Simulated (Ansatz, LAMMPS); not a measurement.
# Energy and forces of amorphous Hg33S25Se8 (66 atoms), part 2 of 2

Wanted: forces and levels of amorphous Hg33S25Se8 (66 atoms).

Ansatz 0.2.0; Kohn-Sham DFT, LDA, PAW (set soft_2), plane waves.

The cell: 33 Hg, 25 S and 8 Se. The quench rate of 30 K/ps is many orders above laboratory rates. The network of bonds at the start is that of the classical potential that made the cell. Only the Γ point is sampled, in a cell whose shortest periodic width is 12 Å. No spin–orbit coupling is included.

So far. Step 3 (Plane-wave single point): Within 0.4 eV of the Fermi level the largest share is S p (60 % of the projected weight).

## (4) Local order

Bonds and neighbours are counted at the geometry of the runs.

Density 7.67 g/cm³, 26.41 Å³ an atom.

Pair distribution functions g(r), in bins of 0.2 Å:

```
r (Å)  total  Hg-Hg  Hg-S  Hg-Se   S-S  S-Se  Se-Se
 2.50   1.11   0.00  2.81   0.00  0.00  0.53   0.00
 2.70   3.29   0.00  6.21   7.68  0.00  0.00   0.00
 2.90   0.91   0.00  1.22   3.13  0.51  0.00   0.00
 3.10   0.84   0.13  0.78   1.10  2.60  0.00   0.00
 3.30   0.67   0.80  0.16   0.24  2.04  0.00   6.00
 3.50   0.91   2.50  0.07   0.21  0.90  0.57   3.59
 3.70   0.82   1.41  0.43   0.76  1.16  0.50   0.00
 3.90   0.85   1.66  0.39   0.85  0.71  0.93   0.00
 4.10   1.32   2.26  1.10   0.46  1.46  0.61   1.30
 4.30   1.42   1.38  1.05   1.00  1.90  2.83   1.22
 4.50   1.45   1.64  0.95   0.79  2.30  2.58   1.08
 4.70   0.95   0.40  0.99   0.58  1.51  1.73   1.98
 4.90   0.80   0.85  0.70   0.77  0.74  1.02   1.81
 5.10   0.81   0.49  1.20   0.71  0.67  0.41   0.81
 5.30   0.76   1.04  0.92   0.66  0.00  0.62   0.75
 5.50   0.89   0.89  0.92   1.04  0.95  0.68   0.00
 5.70   0.80   0.74  0.99   1.04  0.27  0.75   0.65
 5.90   0.88   0.55  1.23   1.14  0.32  0.80   1.26
```

Bonds by pair of elements; cutoffs follow the first minimum of g(r), held within bounds set by covalent radii, and pairs that aren't listed don't count as bonded:

```
pair A-B  cutoff (Å)  bonds  mean length (Å)  spread (Å)  shortest (Å)  B about A  A about B
    Hg-S        3.02     87             2.68       0.101          2.53       2.64       3.48
   Hg-Se        3.35     37             2.84       0.152          2.66       1.12       4.62
```

The cutoff for Hg-S falls short of the minimum of g(r), so counts run low and odd coordinations can be artefacts.

How many atoms have how many bonded neighbours:

```
element  mean  2  3   4  5  6
     Hg  3.76  0  9  23  1  0
      S  3.48  5  9   6  4  1
     Se  4.62  0  1   2  4  1
```

Bond angles, per cent of each kind in bins of 5°:

```
angle (°)  Hg-S-Hg  S-Hg-S  S-Hg-Se  Hg-Se-Hg  Se-Hg-Se
    60–65      0.0     0.0      0.0       1.4       0.0
    65–70      0.0     1.2      1.3       1.4       0.0
    70–75      1.6     1.2      0.0      15.7      15.4
    75–80     10.6     2.4      3.9       8.6       0.0
    80–85     13.0     5.9      3.9       4.3       0.0
    85–90     11.4     4.8      9.0       4.3       0.0
    90–95      5.7     4.8      6.4       5.7       7.7
   95–100      6.5     7.1     10.3      12.9       0.0
  100–105     10.6    16.7     10.3      10.0       7.7
  105–110      8.1     7.1     12.8       4.3       0.0
  110–115      6.5    16.7     12.8       5.7      15.4
  115–120      7.3    14.3      5.1       1.4      15.4
  120–125      1.6     8.3     10.3       5.7       7.7
  125–130      2.4     3.6      6.4       4.3       0.0
  130–135      3.2     2.4      1.3       1.4       7.7
  135–140      0.8     1.2      1.3       0.0       0.0
  140–145      1.6     0.0      1.3       1.4       7.7
  145–150      0.8     2.4      2.6       4.3      15.4
  150–155      0.8     0.0      1.3       0.0       0.0
  155–160      4.9     0.0      0.0       4.3       0.0
  160–165      0.8     0.0      0.0       2.9       0.0
  165–170      0.8     0.0      0.0       0.0       0.0
  170–175      0.0     0.0      0.0       0.0       0.0
  175–180      0.8     0.0      0.0       0.0       0.0
```

Bond angles (no mean is given where the spread exceeds 20°):

```
   angle  count  mean (°)  spread (°)
 Hg-S-Hg    123         -           -
  S-Hg-S     84       107        15.6
 S-Hg-Se     78       107        17.2
Hg-Se-Hg     70         -           -
Se-Hg-Se     13         -           -
```

Bond length by coordination (bonds to H left out):

```
element  coordination  atoms  mean bond length (Å)
     Hg             3      9                  2.68
     Hg             4     23                  2.73
     Hg             5      1                  2.89
      S             2      5                  2.63
      S             3      9                  2.69
      S             4      6                  2.65
      S             5      4                  2.71
      S             6      1                  2.71
     Se             3      1                  2.87
     Se             4      2                  2.83
     Se             5      4                  2.83
     Se             6      1                  2.88
```

Rings of the network by King's shortest-path rule, up to 12 atoms, one path for each pair of neighbours; H, halogens, alkali and alkaline-earth atoms are left out, and the last column divides by all other atoms, bonded or not:

```
ring size (atoms)  rings  per network atom
                4     24             0.364
                6     69              1.04
                8     45             0.682
               10     12             0.182
```

For some of the pairs, g(r) has its first main peak near 2.6 Å (Hg-S), 2.8 Å (Hg-Se), 3.0 Å (S-S) and 3.4 Å (Se-Se). Rings of 6 atoms are the most common (46 % of those counted); sizes run from 4 to 10.

Local excerpt of 9 atoms (numbers count through the whole input) about S43, which bears the longest force; x, y, z are measured from there.

```
atom      x      y      z  distance (Å)  bonds     Fx     Fy  Fz (eV/Å)
 S43   0.00   0.00   0.00          0.00      3   0.42  -0.19       1.33
 Hg8   1.94  -0.43   1.95          2.79      4  -0.50   0.42       0.13
Hg22  -1.27  -1.64   1.86          2.79      3   0.08   0.78      -0.03
 Hg1   0.30   2.52   1.34          2.87      4   0.68  -0.65      -0.08
 S57  -2.50   1.20   1.27          3.04      2  -0.04   0.40       0.07
Hg14   1.02   1.30  -2.58          3.07      4  -0.59  -0.02       0.41
 S34  -1.48  -1.54  -2.21          3.08      4  -0.25  -0.95       0.15
 S42   2.93   1.28  -0.62          3.25      3   0.59  -0.24      -0.92
 S37  -1.49   2.18  -1.99          3.31      2   0.66  -0.02      -1.23
```

The column of bonds counts only the pairs Hg-S within 3.02 Å, Hg-Se within 3.35 Å; other neighbours, such as metal atoms beside each other in a compound, aren't counted, and periodic images can show an atom twice.

## (5) Summary of results

| Quantity | Value |
| --- | --- |
| free energy per atom | -7742.8688 eV/atom |
| pressure | -4.738 GPa |
| r.m.s. force component | 0.42 eV/Å |
| wall time of the 1 DFT run | 27 s |

In words: Counting bands leaves a spacing of only 0.048 eV (at Γ alone), which the smearing bridges: 6 levels are partly filled by over 2 %, so a gap, if any, is small at this level.

Caveats: The geometry was minimised with a classical potential after classical dynamics and isn't relaxed at this level: its force components are 0.42 eV/Å r.m.s. The pressure of -4.7 GPa belongs to a cell and atoms that aren't relaxed at this level.

[Logs are printed without paths, hosts, clocks, repeated set-up lines and the standing remarks that a program may print on its own settings, such as how far it seeks lower states.]

[Hosts, paths, dates, database ids (printed as entryN), source tags and the programs' standing remarks are cut or masked in the printed files.]
